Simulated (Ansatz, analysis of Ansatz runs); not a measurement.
**Hyperfine coupling of the N2V- centre in diamond (PBE0 on PBE structures)**

How near does this set-up come to the measured hyperfine coupling? Subject: N2V- centre in diamond. Set-up: PBE0 on PBE structures, 64-site cell, PBE lattice, 420 eV, k: 2x2x2 shifted 0.5 0.5 0.5 then the zone centre alone. The model is a cell of 64 host atoms with 1 site emptied, N put on another atom's site and N put on another atom's site. The isotropic coupling follows from the spin density at the nucleus, the nuclear g-factor and the total spin. Exact exchange opens the gap, stiffens bonds and lessens the self-interaction error, at many times the cost.

Measured beforehand: 15N, isotropic: 4.02 MHz, by EPR (“Electron paramagnetic resonance of the N2V− defect in 15N-doped synthetic diamond”, 2015, B. L. Green et al.). 13C, the two neighbours of the vacancy, isotropic: 240.7 MHz, by EPR (“Electron paramagnetic resonance of the N2V− defect in 15N-doped synthetic diamond”, 2015, B. L. Green et al.).

Program: Ansatz 0.2.0. Level of theory: plane-wave PAW DFT, PBE; relaxation of all atoms of a defect supercell. Results are calculated unless marked as measured.

### 1. The structure

The cell holds 63 atoms: 61 C and 2 N. Cell: a = 7.143 Å, b = 7.143 Å, c = 7.143 Å, α = 90.0°, β = 90.0°, γ = 90.0°. It derives from C (space group Fd-3m). Nearest the centre at fractional (0.375, 0.375, 0.375): C41 at 1.55 Å, C48 at 1.55 Å, N4 at 1.55 Å, N26 at 1.55 Å, C37 at 2.53 Å, C36 at 2.53 Å, C52 at 2.53 Å, C45 at 2.53 Å. The cell carries charge −1.

The host's primitive cell comes from a first run (plane-wave PAW DFT, PBE; relaxation of the host's cell and atoms): vectors of 2.525, 2.525 and 2.525 Å. That is 5.69 Å³ an atom, 0.4 % over the diffraction cell's volume. The supercell is built on it.

### 2. Relaxation, charge −1

Every later number rests on the structure around the defect, so the atoms are relaxed at the host's lattice first.

The input, relax/input.yaml:

```yaml
relax:
  f_tol: 0.02
  max_steps: 80
  random_displacement: { amplitude: 0.02, seed: 799 }
crystal:
  lattice:
    - [7.14316351, 0.0, 0.0]
    - [0.0, 7.14316351, 0.0]
    - [0.0, 0.0, 7.14316351]
  atoms:
    - { symbol: C, position: [0.0, 0.0, 0.25] }
    - { symbol: C, position: [0.0, 0.25, 0.0] }
    - { symbol: C, position: [0.25, 0.0, 0.0] }
    - { symbol: "N", position: [0.25, 0.25, 0.25] }
    - { symbol: C, position: [0.125, 0.125, 0.375] }
    - { symbol: C, position: [0.125, 0.375, 0.125] }
    - { symbol: C, position: [0.375, 0.125, 0.125] }
    - { symbol: C, position: [0.0, 0.0, 0.75] }
    - { symbol: C, position: [0.0, 0.25, 0.5] }
    - { symbol: C, position: [0.25, 0.0, 0.5] }
    - { symbol: C, position: [0.25, 0.25, 0.75] }
    - { symbol: C, position: [0.125, 0.125, 0.875] }
    - { symbol: C, position: [0.125, 0.375, 0.625] }
    - { symbol: C, position: [0.375, 0.125, 0.625] }
    - { symbol: C, position: [0.375, 0.375, 0.875] }
    - { symbol: C, position: [0.0, 0.5, 0.25] }
    - { symbol: C, position: [0.0, 0.75, 0.0] }
    - { symbol: C, position: [0.25, 0.5, 0.0] }
    - { symbol: C, position: [0.25, 0.75, 0.25] }
    - { symbol: C, position: [0.125, 0.625, 0.375] }
    - { symbol: C, position: [0.125, 0.875, 0.125] }
    - { symbol: C, position: [0.375, 0.625, 0.125] }
    - { symbol: C, position: [0.375, 0.875, 0.375] }
    - { symbol: C, position: [0.0, 0.5, 0.75] }
    - { symbol: C, position: [0.0, 0.75, 0.5] }
    - { symbol: "N", position: [0.25, 0.5, 0.5] }
    - { symbol: C, position: [0.25, 0.75, 0.75] }
    - { symbol: C, position: [0.125, 0.625, 0.875] }
    - { symbol: C, position: [0.125, 0.875, 0.625] }
    - { symbol: C, position: [0.375, 0.625, 0.625] }
    - { symbol: C, position: [0.375, 0.875, 0.875] }
    - { symbol: C, position: [0.5, 0.0, 0.25] }
    - { symbol: C, position: [0.5, 0.25, 0.0] }
    - { symbol: C, position: [0.75, 0.0, 0.0] }
    - { symbol: C, position: [0.75, 0.25, 0.25] }
    - { symbol: C, position: [0.625, 0.125, 0.375] }
    - { symbol: C, position: [0.625, 0.375, 0.125] }
    - { symbol: C, position: [0.875, 0.125, 0.125] }
    - { symbol: C, position: [0.875, 0.375, 0.375] }
    - { symbol: C, position: [0.5, 0.0, 0.75] }
    - { symbol: C, position: [0.5, 0.25, 0.5] }
    - { symbol: C, position: [0.75, 0.0, 0.5] }
    - { symbol: C, position: [0.75, 0.25, 0.75] }
    - { symbol: C, position: [0.625, 0.125, 0.875] }
    - { symbol: C, position: [0.625, 0.375, 0.625] }
    - { symbol: C, position: [0.875, 0.125, 0.625] }
    - { symbol: C, position: [0.875, 0.375, 0.875] }
    - { symbol: C, position: [0.5, 0.5, 0.25] }
    - { symbol: C, position: [0.5, 0.75, 0.0] }
    - { symbol: C, position: [0.75, 0.5, 0.0] }
    - { symbol: C, position: [0.75, 0.75, 0.25] }
    - { symbol: C, position: [0.625, 0.625, 0.375] }
    - { symbol: C, position: [0.625, 0.875, 0.125] }
    - { symbol: C, position: [0.875, 0.625, 0.125] }
    - { symbol: C, position: [0.875, 0.875, 0.375] }
    - { symbol: C, position: [0.5, 0.5, 0.75] }
    - { symbol: C, position: [0.5, 0.75, 0.5] }
    - { symbol: C, position: [0.75, 0.5, 0.5] }
    - { symbol: C, position: [0.75, 0.75, 0.75] }
    - { symbol: C, position: [0.625, 0.625, 0.875] }
    - { symbol: C, position: [0.625, 0.875, 0.625] }
    - { symbol: C, position: [0.875, 0.625, 0.625] }
    - { symbol: C, position: [0.875, 0.875, 0.875] }
total_charge: -1
basis:
  ecutwfc: 420
  xc_grid: 2
hamiltonian:
  xc: pbe
kpoints:
  mp_grid: { grid: [2, 2, 2], shift: [0.5, 0.5, 0.5] }
magnetization:
  spin_polarized: true
  initial_magnetization: 1
  spin_locking: { lock_magnetization: hard }
scf:
  occupations: { method: fermi_dirac, width: 0.01 }
  max_iter: 120
output:
  forces: true
checkpoint:
  write: "../relax.run"
  compress: false
  write_wavefunctions: true
  write_every: 100000
```

Command:

```console
> ansatz run input.yaml --threads 2 --pin off --max-ram 3768MiB --backend cpu --events-out ev --progress --plain --runs-dir out
```

Numbers of over 12 decimals in the logs are rounded to 6 here.

Output:

```text
[... repeated set-up lines and file paths are left out, and long positions are rounded to six places ...]
Engine: ansatz 0.2.0, aarch64-unknown-linux-gnu
Pseudopotentials: kind: paw
Pseudopotential: C, paw, valence charge 4, recommended cutoff 420 eV (normal), C.paw.azcp
Pseudopotential: N, paw, valence charge 5, recommended cutoff 420 eV (normal), N.paw.azcp
Functional definition: PBE
  parameter kappa = 0.804
  parameter beta = 0.066725
  exchange = pbe_x(kappa = kappa, mu = beta*pi^2/3)
  correlation = pbe_c(beta = beta)
Crystal: 63 atoms, lattice volume = 364.478 Å³
Basis set: ecut = 420 eV, 7123 PW (Γ), exchange–correlation on 96×96×96 points (8 copies of the dense FFT grid, shifted against one another)
Bands: 191, of which v1, the nominal top of the filled ones, is band 128 counted from 1 (127 counted from 0)
Symmetry: 1 space group operations
k-points: 4 of 8 (time reversal used)
Non-local potential: C, projectors of the file, l = 0: 2, l = 1: 2, l = 2: 1
Non-local potential: N, projectors of the file, l = 0: 2, l = 1: 2, l = 2: 1
PAW form: soft (Blöchl's): semilocal exchange-correlation on the pseudo side does not see the compensation charge
PAW one-centre angular grid: C, 110 points (default); XC on 64 Gauss nodes
PAW one-centre angular grid: N, 110 points (default); XC on 64 Gauss nodes
Initial density: superposition of atomic densities (chi_scale 0.1, normalization cell, long waves kept (reshape's long-wave potential 0.33 eV rms))
Starting moments: Σ|m| = 1 μB on 63 of 63 sites
Initial wavefunctions: pseudopotential atomic-orbital guess
Functional: x = pbe(κ = 0.804, μ = 0.219515), c = pbe(β = 0.066725)
SCF iter   1: F=—  HF=-16061.706096 eV  |F-HF|=—  |Δ(HF+E_count)|=         —  Δρ=7.05e-2 (↑7.05e-2 ↓6.92e-2)  dr2=5.32e1  dr2_m=2.28e-1  M=1.000 μB ∫|m|=1.001 μB  β_m=0.30  ethr=3.10e-3  ⟨swp⟩=5.5  Hψ=6275  notcnv=0  defer=213
preconditioner: auto → Resta (q_TF=auto, 2.571 Å⁻¹)  ε∞=4.4  [insulator: Δε(μ)=0.257 eV  Ē_g=16.849 eV  σ=0.010 eV  W_gap=1.00  n_scr=92 (ndim 8)  ℏωp=31.1 eV  f_vac=0.000  D(μ)=0.00/eV (n_scr^D=0)  ε∞_Penn≈4.4]
spin=Collinear: Resta preconditioning applied to the charge; magnetization (m = ρ↑ − ρ↓) channel mixes plain (no charge-response kernel on spin).
SCF iter   2: F=—  HF=-16053.894186 eV  |F-HF|=—  |Δ(HF+E_count)|=    7.81e0  Δρ=5.11e-2 (↑5.11e-2 ↓5.05e-2)  dr2=2.78e1  dr2_m=1.37e-1  M=1.000 μB ∫|m|=1.008 μB  β_m=0.65  ethr=3.10e-3  ⟨swp⟩=3.0  Hψ=2850  notcnv=0  defer=438
SCF iter   3: F=—  HF=-16045.327339 eV  |F-HF|=—  |Δ(HF+E_count)|=    8.57e0  Δρ=5.54e-3 (↑5.31e-3 ↓5.54e-3)  dr2=3.03e-1  dr2_m=6.82e-4  M=1.000 μB ∫|m|=1.093 μB  β_m=0.66  ethr=3.10e-3  ⟨swp⟩=3.4  Hψ=2253  notcnv=0  defer=438
SCF iter   4: F=—  HF=-16045.386255 eV  |F-HF|=—  |Δ(HF+E_count)|=   5.89e-2  Δρ=2.41e-3 (↑2.41e-3 ↓2.39e-3)  dr2=4.20e-2  dr2_m=2.17e-4  M=1.000 μB ∫|m|=1.106 μB  β_m=0.76  ethr=1.19e-4  ⟨swp⟩=2.0  Hψ=2385  notcnv=0  defer=453
SCF iter   5: F=—  HF=-16045.427200 eV  |F-HF|=—  |Δ(HF+E_count)|=   4.09e-2  Δρ=6.92e-4 (↑6.67e-4 ↓6.92e-4)  dr2=3.88e-3  dr2_m=1.98e-5  M=1.000 μB ∫|m|=1.111 μB  β_m=0.77  ethr=1.65e-5  ⟨swp⟩=2.4  Hψ=2156  notcnv=0  defer=453
SCF iter   6: F=—  HF=-16045.431240 eV  |F-HF|=—  |Δ(HF+E_count)|=   4.04e-3  Δρ=1.73e-4 (↑1.45e-4 ↓1.73e-4)  dr2=2.51e-4  dr2_m=7.69e-6  M=1.000 μB ∫|m|=1.114 μB  β_m=0.78  ethr=1.52e-6  ⟨swp⟩=2.0  Hψ=2150  notcnv=0  defer=453
SCF iter   7: F=—  HF=-16045.431452 eV  |F-HF|=—  |Δ(HF+E_count)|=   2.12e-4  Δρ=8.14e-5 (↑4.43e-5 ↓8.14e-5)  dr2=5.47e-5  dr2_m=2.72e-6  M=1.000 μB ∫|m|=1.114 μB  β_m=0.74  ethr=9.84e-8  ⟨swp⟩=2.4  Hψ=2098  notcnv=0  defer=453
SCF iter   8: F=—  HF=-16045.431464 eV  |F-HF|=—  |Δ(HF+E_count)|=   1.19e-5  Δρ=2.38e-5 (↑1.72e-5 ↓2.38e-5)  dr2=4.07e-6  dr2_m=1.86e-7  M=1.000 μB ∫|m|=1.115 μB  β_m=0.74  ethr=3.92e-9  ⟨swp⟩=2.0  Hψ=4435  notcnv=0
SCF iter   9: F=-16045.431467 eV  HF=-16045.431466 eV  |F-HF|=1.67e-7  |Δ(HF+E_count)|=   2.42e-6  Δρ=5.31e-6 (↑5.31e-6 ↓5.00e-6)  dr2=2.07e-7  dr2_m=1.06e-8  M=1.000 μB ∫|m|=1.115 μB  ethr=1.60e-9  ⟨swp⟩=3.0  Hψ=3215  notcnv=0
SCF 1 converged in 9 iterations: F = -16045.431467 eV  dr2 = 2.07e-7
  greatest PAW one-centre occupation: 0.792 electrons in one spin orbital (limit 2), on the N atom at site 25 (counted from 0), in its partial waves of l = 0
relax step   1: F+E_penalty+E_count = -16045.43146657 eV  Δ(F+E_penalty+E_count) = +0.000e0 eV  max|allowed force component| = 2.518e0 eV/Å  Δτ_max = 0.0000 Å  (9 SCF iters, dr2 threshold 1.00e-5 eV, accepted)
[... the SCF cycles and remarks between the steps are left out from here to the last step ...]
relax step   2: F+E_penalty+E_count = -16046.58616785 eV  Δ(F+E_penalty+E_count) = -1.155e0 eV  max|allowed force component| = 1.086e0 eV/Å  Δτ_max = 0.0880 Å  (6 SCF iters, dr2 threshold 1.00e-4 eV, accepted)
relax step   3: F+E_penalty+E_count = -16046.89581195 eV  Δ(F+E_penalty+E_count) = -3.096e-1 eV  max|allowed force component| = 4.824e-1 eV/Å  Δτ_max = 0.0533 Å  (5 SCF iters, dr2 threshold 7.38e-5 eV, accepted)
relax step   4: F+E_penalty+E_count = -16046.93361311 eV  Δ(F+E_penalty+E_count) = -3.780e-2 eV  max|allowed force component| = 7.431e-2 eV/Å  Δτ_max = 0.0148 Å  (4 SCF iters, dr2 threshold 4.33e-5 eV, accepted)
SCF iter   1: F=—  HF=-16046.933584 eV  |F-HF|=—  |Δ(HF+E_count)|=         —  Δρ=1.96e-4 (↑1.96e-4 ↓1.95e-4)  dr2=2.53e-4  dr2_m=1.29e-6  M=1.000 μB ∫|m|=1.129 μB  β_m=0.30  ethr=1.10e-6  ⟨swp⟩=4.0  Hψ=3560  notcnv=0  defer=456
SCF iter   2: F=—  HF=-16046.933552 eV  |F-HF|=—  |Δ(HF+E_count)|=   3.27e-5  Δρ=1.37e-4 (↑1.37e-4 ↓1.36e-4)  dr2=1.15e-4  dr2_m=6.17e-7  M=1.000 μB ∫|m|=1.129 μB  β_m=0.61  ethr=9.91e-8  ⟨swp⟩=1.0  Hψ=1760  notcnv=0  defer=456
SCF iter   3: F=—  HF=-16046.933532 eV  |F-HF|=—  |Δ(HF+E_count)|=   1.95e-5  Δρ=1.82e-5 (↑1.65e-5 ↓1.82e-5)  dr2=2.71e-6  dr2_m=4.01e-8  M=1.000 μB ∫|m|=1.129 μB  β_m=0.61  ethr=4.50e-8  ⟨swp⟩=2.0  Hψ=2084  notcnv=0  defer=456
SCF iter   4: F=—  HF=-16046.934110 eV  |F-HF|=—  |Δ(HF+E_count)|=   5.78e-4  Δρ=6.04e-6 (↑5.67e-6 ↓6.04e-6)  dr2=3.01e-7  dr2_m=3.45e-9  M=1.000 μB ∫|m|=1.129 μB  β_m=0.73  ethr=1.06e-9  ⟨swp⟩=2.0  Hψ=2008  notcnv=0  defer=456
iter 5 did not close the SCF: its close was put off for a magnetic moment that had not settled (scf_convergence_deferred on its scf_iter line)
SCF iter   5: F=-16046.934110 eV  HF=-16046.934110 eV  |F-HF|=2.07e-8  |Δ(HF+E_count)|=   7.78e-8  Δρ=2.35e-6 (↑1.75e-6 ↓2.35e-6)  dr2=6.09e-8  dr2_m=1.26e-9  M=1.000 μB ∫|m|=1.129 μB  β_m=0.72  ethr=3.92e-11  ⟨swp⟩=4.0  Hψ=3649  notcnv=0
SCF iter   6: F=-16046.934110 eV  HF=-16046.934110 eV  |F-HF|=4.40e-10  |Δ(HF+E_count)|=   5.16e-9  Δρ=6.44e-7 (↑5.28e-7 ↓6.44e-7)  dr2=4.60e-9  dr2_m=8.70e-11  M=1.000 μB ∫|m|=1.129 μB  ethr=2.39e-11  ⟨swp⟩=2.0  Hψ=3695  notcnv=0
SCF 5 converged in 6 iterations: F = -16046.934110 eV  dr2 = 4.60e-9
relax step   5: F+E_penalty+E_count = -16046.93411018 eV  Δ(F+E_penalty+E_count) = -4.971e-4 eV  max|allowed force component| = 1.018e-2 eV/Å  Δτ_max = 0.0028 Å  (6 SCF iters, accepted)
NSCF: frozen V_eff on 4 k-points
the band table was solved once a step of the walk had ended and its energy, with any forces and stress, was formed, with the checks that follow a solve (7454 applications of the Hamiltonian). They found nothing against the state; [...]
SCF converged after 6 iterations
Stability checked in part: among states of this total moment the steps that led to this state did not find it unstable. No probe was made; neither looks for a lower state of another moment (fixed_total_moment; see scf.lower_state_search)
Magnetization: 1.0000 μB (128.0000 up, 127.0000 down)
Absolute magnetization: 1.1293 μB (∫|ρ↑−ρ↓|, with the PAW one-centre terms)
Spin contamination: 0.0044 ħ² per cell (⟨S²⟩ above its minimum at these occupations)
Per-site moments (μB) at R_I (Å): [(0.00112207, 0.633551), (0.00112162, 0.633535), (0.000365223, 0.633346), [... 60 left out ...]
Free energy (F): -16046.934110 eV
Harris-Foulkes:  -16046.934110 eV  (|F-HF|=4.40e-10)
Internal energy: -16046.934110 eV  (E = F + TS)
E sigma→0 (E₀):  -16046.934110 eV
Fermi energy:    15.424174 (↑ 16.421320, ↓ 15.145429) eV
--- Per-component energies (eV) ---
  E_band       = 1017.790407
  E_kinetic    = 5902.560532
  E_local      = -4252.502510  (includes V_loc(G=0)·N_el)
  E_nonlocal   = 1719.624270
  E_hartree    = 971.359230
  E_xc         = -3097.771806
  E_vxc        = -3849.674307  (∫ρ·V_xc dr)
  E_paw        = -6307.429317  (= ΣΔE_a)
  E_vpaw       = -444.936990  (= ΣTr[D̂ρ^β])
  E_aug_tail   = 0.000755  (compensation charges beyond the density's cutoff)
  E_ewald      = -10982.775263
  E_smearing   = -0.000000  (= −TS)
  E_closure    = 0.000000  (closes the sum)
  E_deformation_potential = -21.072783  (in the stress; not in F)
  Σ components = -16046.934110   (vs F -16046.934110, Δ=0.00e0)
--- Forces (eV/Å), atoms counted from 1 ---
  atom   1  C     -0.00098653    -0.00454737     0.00106907
  atom   2  C     -0.00104316     0.00026237    -0.00279084
  [... 1 atom left out ...]
  atom   4  N     -0.00313661    -0.00437785    -0.00267456
  atom   5  C      0.00854867     0.00139441    -0.00227348
  atom   6  C      0.00854374    -0.00056722    -0.00015173
  [... 2 atoms left out ...]
  atom   9  C     -0.00034658    -0.00251741     0.00314585
  [... 3 atoms left out ...]
  atom  13  C      0.00824218     0.00105612    -0.00098391
  [... 2 atoms left out ...]
  atom  16  C     -0.00003291     0.00202608    -0.00208941
  [... 3 atoms left out ...]
  atom  20  C      0.01018383    -0.00130535     0.00167536
  [... 5 atoms left out ...]
  atom  26  N     -0.00178544     0.00397730     0.00323320
  [... 14 atoms left out ...]
  atom  41  C     -0.00522470     0.00268941    -0.00167543
  [... 6 atoms left out ...]
  atom  48  C     -0.00680088    -0.00530332     0.00172173
  [... 15 atoms left out ...]
  max |Σ_I F_I| component: 2.50e-5 eV/Å
--- Band table (eV; the first three rows and the last of 8) ---
  k-point 0 ↑: bands = ["-8.3498", "-7.5530", "-7.1332", "-6.9747", [... 183 left out ...] "22.7680", "22.8830", "23.2250", "23.2765"]
  k-point 1 ↑: bands = ["-8.3418", "-7.5550", "-7.2585", "-6.8611", [... 183 left out ...] "22.8172", "22.8894", "22.9874", "23.2813"]
  [... further k-points left out ...]
--- Relaxed structure (5 steps of the walk, 5 accepted, 0 SCFs on fresh bases) ---
  F+E_penalty+E_count = -16046.93411018 eV   max|allowed force component| = 1.018e-2 eV/Å
  atoms:
    - { symbol: C, position: [-0.001096, -0.001425, 0.249677] }
    - { symbol: C, position: [-0.001095, 0.249928, -0.001683] }
    [... 1 atom left out ...]
    - { symbol: N, position: [0.239394, 0.239319, 0.239068] }
    - { symbol: C, position: [0.125912, 0.125960, 0.368951] }
    - { symbol: C, position: [0.125910, 0.369193, 0.125715] }
    [... 2 atoms left out ...]
    - { symbol: C, position: [0.002746, 0.252595, 0.497115] }
    [... 3 atoms left out ...]
    - { symbol: C, position: [0.125913, 0.380765, 0.623747] }
    [... 2 atoms left out ...]
    - { symbol: C, position: [0.002743, 0.497366, 0.252346] }
    [... 3 atoms left out ...]
    - { symbol: C, position: [0.125902, 0.623995, 0.380518] }
    [... 5 atoms left out ...]
    - { symbol: N, position: [0.239389, 0.510642, 0.510395] }
    [... 14 atoms left out ...]
    - { symbol: C, position: [0.510367, 0.245119, 0.504584] }
    [... 6 atoms left out ...]
    - { symbol: C, position: [0.510374, 0.504854, 0.244876] }
    [... 15 atoms left out ...]
```

Elapsed: 2.9 min, on 2 threads of Arm Neoverse V2, shared host; peak memory 1.3 GiB.

Step by step:

```csv
step,energy less that of the first step (eV),largest force component (eV/Å)
1,0.0000,2.5176
2,-1.1547,1.0864
3,-1.4643,0.4824
4,-1.5021,0.0743
5,-1.5026,0.0102
```

The atoms that moved most (Å, from the sites as typed, ahead of the random displacement, the mean shift of all atoms taken out):

```csv
atom,dx,dy,dz,length
N26,-0.075,0.076,0.076,0.131
N4,-0.075,-0.076,-0.076,0.131
C48,0.075,0.035,-0.035,0.090
C41,0.075,-0.035,0.035,0.090
C22,0.018,-0.030,0.030,0.046
C14,0.018,0.030,-0.030,0.046
C6,0.007,-0.041,0.007,0.043
C13,0.007,0.041,-0.007,0.043
```

The atoms nearest to the centre after the run:

```csv
atom,distance (Å)
C41,1.629
C48,1.631
N26,1.677
N4,1.679
C14,2.482
C22,2.485
C45,2.511
C52,2.512
C36,2.512
C37,2.514
C13,2.515
C20,2.516
C5,2.516
C6,2.518
C30,2.518
C7,2.521
```

Read from the output:

```
free energy                           : -16046.9341 eV
total moment                          : 1 μB
integral of the absolute spin density : 1.129 μB
spin contamination                    : 0.004392
```

The relaxation ends 24 meV an atom lower than the displaced start, with a largest force component of 0.010 eV/Å.

(Part 1 of 2 ends here.)

[Logs are printed without paths, hosts, clocks, repeated set-up lines and the standing remarks that a program may print on its own settings, such as how far it seeks lower states.]

[Hosts, paths, dates, database ids (printed as entryN), source tags and the programs' standing remarks are cut or masked in the printed files.]

[For some hosts the program warned that the k-mesh of the response run may be too coarse for force constants and the static dielectric constant; such warnings are not shown here.]
